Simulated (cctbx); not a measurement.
**What is wrong with this refinement?**

Cell a = 10.5900 Å, b = 10.5900 Å, c = 6.1110 Å, α = 90.00°, β = 90.00°, γ = 120.00°; space group P6_3 (no. 173). The compound is Sm3SiAgSe7.

Simulated single-crystal data (cctbx): Mo Kα, λ = 0.71073 Å, to d = 0.77 Å, 95 % of the full sphere, strongest reflection 5000 counts, noise from counting, a 1.5 % proportional error and a noise floor of 15 counts (s.d.); no absorption.

An isotropic refinement with weights 1/σ² prints:

```text
Rint 0.072, 905 unique reflections to 0.77 A
cycle     R1     wR2    GooF  max shift (A)
   1  0.0691  0.1506   3.607   0.09655
  12  0.0280  0.0544   1.303   0.03174
final R1 0.0277 wR2 0.0534 GooF 1.279  parameters 22  data/parameter 41.1
atom        x        y        z      Ueq    occ   su(xyz)  su(Uiso or U11)
Sm1    0.64313  0.87049  0.75182   0.0032  1.000  0.00014  0.0001
Ag1    0.00000  0.00000  0.70185   0.0032  1.000  0.00023  0.0003
Se1    0.51855  0.41343  0.97779   0.0036  1.000  0.00020  0.0002
Se2    0.90276  0.16594  0.71553   0.0041  1.000  0.00021  0.0002
Se3    0.33333  0.66667  0.96033   0.0033  1.000  0.00035  0.0004
Si1    0.66667  0.33333  0.82378   0.0055  1.000  0.00100  0.0012
Si2    0.98024  0.64378  0.63032   0.2059  1.000  0.00410  0.0111
difference map: max 1.54 min -3.60 rms 0.52
Q1    0.1245  0.2470  0.6212    6    1.64  1.38 A from Sm1
Q2    0.0185  0.8197  0.6765    6    1.53  1.56 A from Sm1
Q3    0.0841  0.2183  0.0856    6    1.44  1.09 A from Se2
Q4    0.0154  0.2296  0.8473    6    1.41  1.31 A from Se2
Q5    0.0167  0.8333  0.5625    6    1.40  1.89 A from Si2
Q6    0.1872  0.7136  0.0165    6    1.35  1.88 A from Se3
```

Q: Accept it or mend it, and why?

Mend it. The fault: spurious atom: Si2. Against the right model at the same level, R1 goes from 0.0237 to 0.0277 and GooF from 0.95 to 1.28 and Si2 takes U = 0.21 Å². A site with no density behind it hides by a very large U or drifts. The fit had not settled when the cycles ran out.

The compound is Sm3SiAgSe7. The right model at the same level gives:

```text
Rint 0.072, 905 unique reflections to 0.77 A
cycle     R1     wR2    GooF  max shift (A)
   1  0.1710  0.3070   7.334   0.06028
   4  0.0237  0.0399   0.954   0.00014
final R1 0.0237 wR2 0.0399 GooF 0.954  parameters 18  data/parameter 50.3
atom        x        y        z      Ueq    occ   su(xyz)  su(Uiso or U11)
Sm1    0.64314  0.87048  0.74983   0.0032  1.000  0.00008  0.0001
Ag1    0.00000  0.00000  0.69995   0.0034  1.000  0.00016  0.0002
Se1    0.51858  0.41338  0.97585   0.0036  1.000  0.00014  0.0002
Se2    0.90278  0.16592  0.71352   0.0040  1.000  0.00014  0.0002
Se3    0.33333  0.66667  0.95845   0.0033  1.000  0.00026  0.0003
Si1    0.66667  0.33333  0.82196   0.0056  1.000  0.00075  0.0009
difference map: max 1.32 min -1.47 rms 0.39
Q1    0.1869  0.7116  0.0148    6    1.43  1.87 A from Se3
Q2    0.1264  0.8789  0.6157    6    1.36  1.41 A from Sm1
Q3    0.0100  0.4277  0.9278    6    1.22  1.61 A from Se1
Q4    0.1518  0.4687  0.2601    6    1.19  1.59 A from Se1
Q5    0.0192  0.8175  0.7032    6    1.18  1.49 A from Sm1
Q6    0.1757  0.6058  0.5135    6    1.18  0.88 A from Se1
```

The model is made up (kin elements in a known structure type, no relaxation), so it says nothing on whether the phase exists.

[Middle refinement cycles are left out of these outputs.]

[Logs are printed without paths, hosts, clocks, repeated set-up lines and the standing remarks that a program may print on its own settings, such as how far it seeks lower states.]
